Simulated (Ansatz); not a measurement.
# Electron scattering at the twin(10-11) boundary in hcp Ru, starting shift (0.33, 0)

How much does the twin(10-11) boundary in hcp Ru, starting shift (0.33, 0) reflect electrons?

Calculated with Ansatz 0.2.0; Ansatz plane-wave DFT, PBE, PAW files; relaxation of a bicrystal slab with its lowest layers held; PAW set soft_1, in the first sound run; inputs show where later runs differ.

**1. Starting point**

The cell holds 20 atoms: 20 Ru. Its edges and angles: a = 5.065 Å, b = 2.706 Å, c = 30.186 Å, α = 90.0°, β = 90.0°, γ = 74.5°. It derives from Ru. built on the (1 0 1) plane; 2 overlapping atoms removed and the grains opened by 0 Å. Vacuum lies along c.

**2. Relaxing the bicrystal**

The boundary is built by mirroring the lower grain in the boundary plane and removing any atoms that overlap. A thin bicrystal slab is relaxed first, with the lowest layers held and the upper grain free to shift and open.

File input.yaml:

```yaml
crystal:
  lattice:
    - [5.0651773167, 0.0, 0.0]
    - [0.7227144463, 2.6074963987, 0.0]
    - [0.0, 0.0, 30.1856688041]
  atoms:
    - { symbol: Ru, position: [0.671864908, 0.4557342127, 0.1656415179] }
    - { symbol: Ru, position: [0.1334538702, 0.7249397315, 0.1769913154] }
    - { symbol: Ru, position: [0.441398681, 0.0709673262, 0.233740303] }
    - { symbol: Ru, position: [0.9029876432, 0.340172845, 0.2450901005] }
    - { symbol: Ru, position: [0.210932454, 0.6862004397, 0.301839088] }
    - { symbol: Ru, position: [0.6725214162, 0.9554059585, 0.3131888855] }
    - { symbol: Ru, position: [0.980466227, 0.3014335532, 0.3699378731] }
    - { symbol: Ru, position: [0.4420551892, 0.570639072, 0.3812876706] }
    - { symbol: Ru, position: [0.75, 0.9166666667, 0.4380366582] }
    - { symbol: Ru, position: [0.2115889622, 0.1858721855, 0.4493864557] }
    - { symbol: Ru, position: [0.7720551892, 0.570639072, 0.5174852407] }
    - { symbol: Ru, position: [0.310466227, 0.3014335532, 0.5288350382] }
    - { symbol: Ru, position: [0.0025214162, 0.9554059585, 0.5855840258] }
    - { symbol: Ru, position: [0.540932454, 0.6862004397, 0.5969338233] }
    - { symbol: Ru, position: [0.2329876432, 0.340172845, 0.6536828109] }
    - { symbol: Ru, position: [0.771398681, 0.0709673262, 0.6650326084] }
    - { symbol: Ru, position: [0.4634538702, 0.7249397315, 0.7217815959] }
    - { symbol: Ru, position: [0.001864908, 0.4557342127, 0.7331313934] }
    - { symbol: Ru, position: [0.6939200972, 0.109706618, 0.789880381] }
    - { symbol: Ru, position: [0.232331135, 0.8405010992, 0.8012301785] }
kpoints:
  mp_grid: { grid: [9, 9, 1] }
hamiltonian:
  xc: pbe
  pseudopotentials: { kind: paw, azcp: { folder: soft_1 } }
scf:
  occupations: { method: fermi_dirac, width: 0.1 }
relax:
  f_tol: 0.03
  max_steps: 80
  constraints: [{ sites: [0, 1, 2, 3] }]
```

Started as:

```bash
$ ansatz run input.yaml --threads 4 --pin off --max-ram 15360MiB --backend cpu --events-out ev --progress --plain --runs-dir out
```

Numbers of over 12 decimals in the logs are rounded to 6 here.

Output:

```text
Engine: ansatz 0.2.0, aarch64-unknown-linux-gnu
Pseudopotentials: kind: paw
Pseudopotential: Ru, paw, valence charge 16, recommended cutoff 420 eV (normal), soft_1/Ru.paw.azcp
Functional definition: PBE
  parameter kappa = 0.804
  parameter beta = 0.066725
  exchange = pbe_x(kappa = kappa, mu = beta*pi^2/3)
  correlation = pbe_c(beta = beta)
Crystal: 20 atoms, lattice volume = 398.675 Å³
Basis set: ecut = 420 eV, 7873 PW (Γ), exchange–correlation on 72×40×432 points (8 copies of the dense FFT grid, shifted against one another)
Bands: 192, of which v1, the nominal top of the filled ones, is band 160 counted from 1 (159 counted from 0)
Symmetry: 1 space group operations
Space group: P1 (ITA 1), of the structure as read, at distance tolerance 7.4e-5 Å
k-points: 41 of 81 (time reversal used)
Non-local potential: Ru, projectors of the file, l = 0: 3, l = 1: 2, l = 2: 2, l = 3: 1
PAW form: soft (Blöchl's): semilocal exchange-correlation on the pseudo side does not see the compensation charge
PAW one-centre angular grid: Ru, 590 points (default); XC on 64 Gauss nodes
Initial density: superposition of atomic densities (neutral atoms: chi_scale 0, normalization atom)
Initial wavefunctions: pseudopotential atomic-orbital guess
Functional: x = pbe(κ = 0.804, μ = 0.219515), c = pbe(β = 0.066725)
SCF iter   1: F=—  HF=-117580.968361 eV  |F-HF|=—  |Δ(HF+E_count)|=         —  Δρ=9.72e-2  dr2=6.83e1  ethr=3.10e-3  ⟨swp⟩=7.4  Hψ=30143  notcnv=0  defer=10
preconditioner: auto → LDOS  [metal: Δε(μ)=0.004 eV  Ē_g=4.965 eV  σ=0.100 eV  W_gap=0.01  n_scr=124 (ndim 8)  ℏωp=23.5 eV  f_vac=0.271  D(μ)=19.07/eV (n_scr^D=172)  β→1.0]
SCF iter   2: F=—  HF=-117582.394991 eV  |F-HF|=—  |Δ(HF+E_count)|=    1.43e0  Δρ=1.03e-1  dr2=4.88e1  ethr=3.10e-3  ⟨swp⟩=3.9  Hψ=21726  notcnv=0  defer=37
SCF iter   3: F=—  HF=-117568.599630 eV  |F-HF|=—  |Δ(HF+E_count)|=    1.38e1  Δρ=6.36e-3  dr2=2.23e-1  ethr=3.10e-3  ⟨swp⟩=3.0  Hψ=19394  notcnv=0  defer=55
SCF iter   4: F=—  HF=-117568.563266 eV  |F-HF|=—  |Δ(HF+E_count)|=   3.64e-2  Δρ=3.10e-3  dr2=8.07e-2  ethr=6.97e-5  ⟨swp⟩=3.1  Hψ=16650  notcnv=0  defer=53
SCF iter   5: F=—  HF=-117568.546866 eV  |F-HF|=—  |Δ(HF+E_count)|=   1.64e-2  Δρ=9.14e-4  dr2=5.26e-3  ethr=2.52e-5  ⟨swp⟩=2.0  Hψ=11155  notcnv=0  defer=53
SCF iter   6: F=—  HF=-117568.549424 eV  |F-HF|=—  |Δ(HF+E_count)|=   2.56e-3  Δρ=3.68e-4  dr2=9.53e-4  ethr=1.64e-6  ⟨swp⟩=2.7  Hψ=13776  notcnv=0  defer=53
SCF iter   7: F=—  HF=-117568.549502 eV  |F-HF|=—  |Δ(HF+E_count)|=   7.73e-5  Δρ=1.06e-4  dr2=2.11e-4  ethr=2.98e-7  ⟨swp⟩=2.5  Hψ=12636  notcnv=0  defer=53
SCF iter   8: F=—  HF=-117568.549505 eV  |F-HF|=—  |Δ(HF+E_count)|=   2.96e-6  Δρ=4.86e-5  dr2=2.64e-5  ethr=6.59e-8  ⟨swp⟩=2.1  Hψ=11379  notcnv=0  defer=53
SCF iter   9: F=-117568.549510 eV  HF=-117568.549513 eV  |F-HF|=3.81e-6  |Δ(HF+E_count)|=   8.80e-6  Δρ=2.26e-5  dr2=5.20e-6  ethr=7.03e-9  ⟨swp⟩=4.9  Hψ=24644  notcnv=0
SCF 1 converged in 9 iterations: F = -117568.549510 eV  dr2 = 5.20e-6
  greatest PAW one-centre occupation: 1.000 electrons in one spin orbital (limit 2), on the Ru atom at site 14 (counted from 0), in its partial waves of l = 0
relax step   1: F+E_penalty+E_count = -117568.54950963 eV  Δ(F+E_penalty+E_count) = +0.000e0 eV  max|allowed force component| = 9.041e-1 eV/Å  Δτ_max = 0.0000 Å  (9 SCF iters, dr2 threshold 2.25e-5 eV, accepted)
Initial density: handed on by an earlier stage of this run
Initial wavefunctions: those handed on with the density
iter 1 solved again at ethr=3.97e-4 eV; its pass at ethr=3.10e-3 eV (dr2=1.27e0 eV) is discarded
SCF iter   1: F=—  HF=-117568.968047 eV  |F-HF|=—  |Δ(HF+E_count)|=         —  Δρ=1.46e-2  dr2=1.29e0  ethr=3.97e-4  ⟨swp⟩=1.4  Hψ=28839  notcnv=0  defer=38
preconditioner: auto → LDOS  [metal: Δε(μ)=0.004 eV  Ē_g=4.580 eV  σ=0.100 eV  W_gap=0.01  n_scr=124 (ndim 8)  ℏωp=23.5 eV  f_vac=0.274  D(μ)=20.19/eV (n_scr^D=192)  β→1.0]
SCF iter   2: F=—  HF=-117568.877162 eV  |F-HF|=—  |Δ(HF+E_count)|=   9.09e-2  Δρ=8.27e-3  dr2=2.50e-1  ethr=3.97e-4  ⟨swp⟩=2.5  Hψ=14983  notcnv=0  defer=38
SCF iter   3: F=—  HF=-117568.797440 eV  |F-HF|=—  |Δ(HF+E_count)|=   7.97e-2  Δρ=2.13e-3  dr2=2.66e-2  ethr=7.81e-5  ⟨swp⟩=2.9  Hψ=17841  notcnv=0  defer=38
SCF iter   4: F=—  HF=-117568.791583 eV  |F-HF|=—  |Δ(HF+E_count)|=   5.86e-3  Δρ=6.19e-4  dr2=2.65e-3  ethr=8.31e-6  ⟨swp⟩=2.1  Hψ=11821  notcnv=0  defer=40
SCF iter   5: F=—  HF=-117568.790916 eV  |F-HF|=—  |Δ(HF+E_count)|=   6.67e-4  Δρ=1.52e-4  dr2=8.93e-5  ethr=8.27e-7  ⟨swp⟩=2.9  Hψ=15375  notcnv=0  defer=40
SCF iter   6: F=-117568.790931 eV  HF=-117568.790937 eV  |F-HF|=5.48e-6  |Δ(HF+E_count)|=   2.10e-5  Δρ=4.85e-5  dr2=1.45e-5  ethr=1.60e-8  ⟨swp⟩=5.0  Hψ=27664  notcnv=0
SCF 2 converged in 6 iterations: F = -117568.790931 eV  dr2 = 1.45e-5
  greatest PAW one-centre occupation: 1.000 electrons in one spin orbital (limit 2), on the Ru atom at site 17 (counted from 0), in its partial waves of l = 0
relax step   2: F+E_penalty+E_count = -117568.79093146 eV  Δ(F+E_penalty+E_count) = -2.414e-1 eV  max|allowed force component| = 5.802e-1 eV/Å  Δτ_max = 0.1910 Å  (6 SCF iters, dr2 threshold 5.11e-5 eV, accepted)
iter 1 solved again at ethr=1.33e-3 eV; its pass at ethr=3.10e-3 eV (dr2=4.24e0 eV) is discarded
SCF iter   1: F=—  HF=-117569.322334 eV  |F-HF|=—  |Δ(HF+E_count)|=         —  Δρ=1.99e-2  dr2=4.15e0  ethr=1.33e-3  ⟨swp⟩=1.0  Hψ=30325  notcnv=0  defer=37
preconditioner: auto → LDOS  [metal: Δε(μ)=0.009 eV  Ē_g=4.583 eV  σ=0.100 eV  W_gap=0.02  n_scr=124 (ndim 8)  ℏωp=23.5 eV  f_vac=0.274  D(μ)=19.99/eV (n_scr^D=180)  β→1.0]
SCF iter   2: F=—  HF=-117569.133655 eV  |F-HF|=—  |Δ(HF+E_count)|=   1.89e-1  Δρ=1.21e-2  dr2=4.51e-1  ethr=1.30e-3  ⟨swp⟩=3.0  Hψ=14949  notcnv=0  defer=37
SCF iter   3: F=—  HF=-117568.962429 eV  |F-HF|=—  |Δ(HF+E_count)|=   1.71e-1  Δρ=3.10e-3  dr2=3.07e-2  ethr=1.41e-4  ⟨swp⟩=3.0  Hψ=17964  notcnv=0  defer=40
SCF iter   4: F=—  HF=-117568.951418 eV  |F-HF|=—  |Δ(HF+E_count)|=   1.10e-2  Δρ=5.91e-4  dr2=1.46e-3  ethr=9.60e-6  ⟨swp⟩=2.2  Hψ=13992  notcnv=0  defer=40
SCF iter   5: F=—  HF=-117568.951992 eV  |F-HF|=—  |Δ(HF+E_count)|=   5.75e-4  Δρ=1.67e-4  dr2=2.22e-4  ethr=4.55e-7  ⟨swp⟩=3.0  Hψ=16239  notcnv=0  defer=40
SCF iter   6: F=-117568.952024 eV  HF=-117568.952021 eV  |F-HF|=3.26e-6  |Δ(HF+E_count)|=   2.86e-5  Δρ=7.21e-5  dr2=1.58e-5  ethr=6.58e-9  ⟨swp⟩=3.9  Hψ=33260  notcnv=0
SCF 3 converged in 6 iterations: F = -117568.952024 eV  dr2 = 1.58e-5
relax step   3: F+E_penalty+E_count = -117568.95202423 eV  Δ(F+E_penalty+E_count) = -1.611e-1 eV  max|allowed force component| = 1.812e-1 eV/Å  Δτ_max = 0.2000 Å  (6 SCF iters, dr2 threshold 2.10e-5 eV, accepted)
[...]
relax step   4: F+E_penalty+E_count = -117569.03462490 eV  Δ(F+E_penalty+E_count) = -8.260e-2 eV  max|allowed force component| = 9.490e-2 eV/Å  Δτ_max = 0.1954 Å  (8 SCF iters, dr2 threshold 3.20e-6 eV, accepted)
[...]
relax step   5: F+E_penalty+E_count = -117569.07358723 eV  Δ(F+E_penalty+E_count) = -3.896e-2 eV  max|allowed force component| = 8.721e-2 eV/Å  Δτ_max = 0.1980 Å  (10 SCF iters, accepted)
[...]
relax step   6: F+E_penalty+E_count = -117569.08256736 eV  Δ(F+E_penalty+E_count) = -8.980e-3 eV  max|allowed force component| = 8.930e-2 eV/Å  Δτ_max = 0.1673 Å  (8 SCF iters, dr2 threshold 2.09e-6 eV, accepted)
[...]
relax step   7: F+E_penalty+E_count = -117569.08467190 eV  Δ(F+E_penalty+E_count) = -2.105e-3 eV  max|allowed force component| = 2.125e-2 eV/Å  Δτ_max = 0.0259 Å  (5 SCF iters, dr2 threshold 6.73e-6 eV, accepted)
iter 1 solved again at ethr=7.22e-10 eV; its pass at ethr=3.10e-3 eV (dr2=2.31e-6 eV) is discarded
SCF iter   1: F=—  HF=-117569.084670 eV  |F-HF|=—  |Δ(HF+E_count)|=         —  Δρ=1.72e-5  dr2=2.31e-6  ethr=7.22e-10  ⟨swp⟩=2.1  Hψ=18924  notcnv=0  defer=40
preconditioner: auto → LDOS  [metal: Δε(μ)=0.007 eV  Ē_g=4.585 eV  σ=0.100 eV  W_gap=0.02  n_scr=124 (ndim 8)  ℏωp=23.5 eV  f_vac=0.275  D(μ)=19.86/eV (n_scr^D=180)  β→1.0]
SCF iter   2: F=—  HF=-117569.084675 eV  |F-HF|=—  |Δ(HF+E_count)|=   5.03e-6  Δρ=2.32e-5  dr2=5.82e-6  ethr=7.22e-10  ⟨swp⟩=3.3  Hψ=17589  notcnv=0  defer=40
SCF iter   3: F=-117569.084673 eV  HF=-117569.084673 eV  |F-HF|=3.03e-8  |Δ(HF+E_count)|=   1.59e-6  Δρ=2.31e-6  dr2=5.70e-8  ethr=3.13e-11  ⟨swp⟩=4.1  Hψ=39097  notcnv=0
SCF 8 converged in 3 iterations: F = -117569.084673 eV  dr2 = 5.70e-8
relax step   8: F+E_penalty+E_count = -117569.08467331 eV  Δ(F+E_penalty+E_count) = -1.410e-6 eV  max|allowed force component| = 2.112e-2 eV/Å  Δτ_max = 0.0000 Å  (3 SCF iters, accepted)
SCF converged after 3 iterations
Free energy (F): -117569.084673 eV
Harris-Foulkes:  -117569.084673 eV  (|F-HF|=3.03e-8)
Internal energy: -117568.425691 eV  (E = F + TS)
E sigma→0 (E₀):  -117568.755182 eV
Entropy (-TS):   -0.658983 eV (-32.949 meV/atom)
Fermi energy:    14.361081 eV
--- Per-component energies (eV) ---
  E_band       = -3960.212717
  E_kinetic    = 9188.754866
  E_local      = -361197.761915  (includes V_loc(G=0)·N_el)
  E_nonlocal   = 8262.124984
  E_hartree    = 174899.308702
  E_xc         = -3391.067151
  E_vxc        = -4287.343718  (∫ρ·V_xc dr)
  E_paw        = -70032.741075  (= ΣΔE_a)
  E_vpaw       = -5724.626163  (= ΣTr[D̂ρ^β])
  E_aug_tail   = 0.012694  (compensation charges beyond the density's cutoff)
  E_ewald      = 124702.943204
  E_smearing   = -0.658983  (= −TS)
  E_closure    = -0.000000  (closes the sum)
  Σ components = -117569.084673   (vs F -117569.084673, Δ=0.00e0)
--- Forces (eV/Å), atoms counted from 1 ---
  atom   1  Ru     0.14328579    -0.03977013     0.89880954
  atom   2  Ru    -0.15238907     0.04258258     0.24050283
  atom   3  Ru     0.15666794    -0.04181165    -0.46087412
  atom   4  Ru    -0.13509761     0.04075635    -0.67759854
  atom   5  Ru     0.00240007     0.00797453     0.00334908
  atom   6  Ru    -0.00577101    -0.00000880    -0.00270499
  atom   7  Ru    -0.00371974     0.00420890     0.00798381
  atom   8  Ru     0.00637147    -0.00653768    -0.00858984
  atom   9  Ru     0.00171546     0.00464764     0.00068236
  atom  10  Ru     0.00402405    -0.00766906     0.00078165
  atom  11  Ru     0.00645715    -0.01245574     0.00828983
  atom  12  Ru    -0.01140355    -0.00396703    -0.00736082
  atom  13  Ru    -0.00875016    -0.02112373    -0.00419937
  atom  14  Ru     0.00205466     0.02060830     0.00109688
  atom  15  Ru    -0.00195978    -0.00672978     0.00086453
  atom  16  Ru     0.00227824     0.02091498    -0.00531380
  atom  17  Ru     0.00024253     0.00370786    -0.00700584
  atom  18  Ru    -0.00376680    -0.00057465     0.00409916
  atom  19  Ru     0.00067043    -0.00120386    -0.00544080
  atom  20  Ru    -0.00340030    -0.00347958     0.01264418
  max |Σ_I F_I| component: 9.02e-5 eV/Å
--- Relaxed structure (8 steps of the walk, 8 accepted, 0 SCFs on fresh bases) ---
  F+E_penalty+E_count = -117569.08467331 eV   max|allowed force component| = 2.112e-2 eV/Å
  atoms:
    - { symbol: Ru, position: [0.671865, 0.4557342127, 0.165642] }
    - { symbol: Ru, position: [0.1334538702, 0.724940, 0.176991] }
    - { symbol: Ru, position: [0.441398681, 0.0709673262, 0.233740] }
    - { symbol: Ru, position: [0.902988, 0.340173, 0.245090] }
    - { symbol: Ru, position: [0.211065, 0.686221, 0.302640] }
    - { symbol: Ru, position: [0.671311, 0.956486, 0.313658] }
    - { symbol: Ru, position: [0.973906, 0.305456, 0.370679] }
    - { symbol: Ru, position: [0.438318, 0.573702, 0.383775] }
    - { symbol: Ru, position: [0.759127, 0.913485, 0.441556] }
    - { symbol: Ru, position: [0.219530, 0.183419, 0.449620] }
    - { symbol: Ru, position: [0.886530, 0.351217, 0.515363] }
    - { symbol: Ru, position: [0.439316, 0.074766, 0.524233] }
    - { symbol: Ru, position: [0.133672, 0.727710, 0.582012] }
    - { symbol: Ru, position: [0.668742, 0.458845, 0.595204] }
    - { symbol: Ru, position: [0.360833, 0.113122, 0.651320] }
    - { symbol: Ru, position: [0.899667, -0.157154, 0.662525] }
    - { symbol: Ru, position: [0.594733, 0.495747, 0.720990] }
    - { symbol: Ru, position: [0.135186, 0.225689, 0.731840] }
    - { symbol: Ru, position: [0.821397, -0.117352, 0.787378] }
    - { symbol: Ru, position: [0.365754, 0.610625, 0.796818] }
```

Run time: 16 min. Hardware: 4 threads of Arm Neoverse V1, shared host; peak memory 3 GiB; 64 min of CPU time.

Relaxation path:

| step | energy less that of the first step (eV) | largest force component (eV/Å) |
| --- | --- | --- |
| 1 | 0.0000 | 0.9041 |
| 2 | -0.2414 | 0.5802 |
| 3 | -0.4025 | 0.1812 |
| 4 | -0.4851 | 0.0949 |
| 5 | -0.5241 | 0.0872 |
| 6 | -0.5331 | 0.0893 |
| 7 | -0.5352 | 0.0212 |
| 8 | -0.5352 | 0.0211 |

The atoms that moved most (Å):

| atom | dx | dy | dz | length |
| --- | --- | --- | --- | --- |
| Ru20 | 0.510 | -0.599 | -0.133 | 0.798 |
| Ru18 | 0.509 | -0.600 | -0.039 | 0.788 |
| Ru13 | 0.500 | -0.594 | -0.108 | 0.783 |
| Ru12 | 0.489 | -0.591 | -0.139 | 0.779 |
| Ru17 | 0.499 | -0.598 | -0.024 | 0.779 |
| Ru16 | 0.485 | -0.595 | -0.076 | 0.771 |
| Ru15 | 0.483 | -0.592 | -0.071 | 0.768 |
| Ru19 | 0.482 | -0.592 | -0.076 | 0.767 |

Final coordinates:

```cif
data_structure
_symmetry_space_group_name_H-M 'P 1'
_symmetry_Int_Tables_number 1
_cell_length_a 5.0652
_cell_length_b 2.7058
_cell_length_c 30.1857
_cell_angle_alpha 90.000
_cell_angle_beta 90.000
_cell_angle_gamma 74.508
_cell_volume 398.68
loop_
_atom_site_label
_atom_site_type_symbol
_atom_site_fract_x
_atom_site_fract_y
_atom_site_fract_z
_atom_site_occupancy
Ru1 Ru 0.67186 0.45573 0.16564 1
Ru2 Ru 0.13345 0.72494 0.17699 1
Ru3 Ru 0.44140 0.07097 0.23374 1
Ru4 Ru 0.90299 0.34017 0.24509 1
Ru5 Ru 0.21106 0.68622 0.30264 1
Ru6 Ru 0.67131 0.95649 0.31366 1
Ru7 Ru 0.97391 0.30546 0.37068 1
Ru8 Ru 0.43832 0.57370 0.38377 1
Ru9 Ru 0.75913 0.91349 0.44156 1
Ru10 Ru 0.21953 0.18342 0.44962 1
Ru11 Ru 0.88653 0.35122 0.51536 1
Ru12 Ru 0.43932 0.07477 0.52423 1
Ru13 Ru 0.13367 0.72771 0.58201 1
Ru14 Ru 0.66874 0.45884 0.59520 1
Ru15 Ru 0.36083 0.11312 0.65132 1
Ru16 Ru 0.89967 0.84285 0.66252 1
Ru17 Ru 0.59473 0.49575 0.72099 1
Ru18 Ru 0.13519 0.22569 0.73184 1
Ru19 Ru 0.82140 0.88265 0.78738 1
Ru20 Ru 0.36575 0.61063 0.79682 1
```

Numbers from this step:

| Property | Result |
| --- | --- |
| free energy | -117569.0847 eV |
| energy at zero smearing | -117568.7552 eV |
| Fermi energy | 14.36 eV |

The largest force component on a free atom ends at 0.021 eV/Å, under the tolerance of 0.03, after 8 steps.

(Part 1 of 2 ends here.)

[Logs are printed without paths, hosts, clocks, repeated set-up lines and the standing remarks that a program may print on its own settings, such as how far it seeks lower states.]

[Hosts, paths, dates, database ids (printed as entryN), source tags and the programs' standing remarks are cut or masked in the printed files.]
